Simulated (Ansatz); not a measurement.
# A thicker film of AlN (10-10) from four thinner ones

In a field along its normal an insulating film takes a dipole p. Written as a length, p/(ε₀AE), it should grow by 1 − 1/ε for each ångström added.

How it was computed: Ansatz 0.2.0, plane waves with PAW datasets (its set soft_2), PBE; wurtzite films relaxed at a bulk in-plane lattice constant near the measured one, then held in weak fields of both signs with a dipole correction (A is the cell's area, E the outer field).

```tsv
run	distance between the outer atoms (Å)	p/(ε₀AE) (Å)
3 units	6.292	7.283
4 units	9.014	9.396
5 units	11.737	11.507
6 units	14.459	13.620
8 units	19.903	?
```

**Question.** What value belongs in the row marked “?”, and how far can the other rows tell?

A least-squares line through the 4 rows shown has slope 0.7759 and intercept 2.4011; no row lies more than 0.001 Å off it. That slope means ε = 1/(1 − 0.7759) = 4.46. At 19.903 it gives 0.7759 × 19.903 + 2.4011 = 17.844 Å, beyond the rows fitted. Rounding and scatter of the rows alone allow about ±0.002 Å there.

The run itself gives 17.845 Å: a miss of +0.001 Å, or 0.0 % of the value. The length is met to within 1 %, though ε is more sensitive than the length: the two thickest films give ε = 4.47.

Caveats: This is the electronic response alone. A unit is one step of the cut along the normal (a plane, a pair of planes or a cell), and the layers relax along it, away from their bulk spacing where the functional's lattice constant differs from the one held.

[Logs are printed without paths, hosts, clocks, repeated set-up lines and the standing remarks that a program may print on its own settings, such as how far it seeks lower states.]
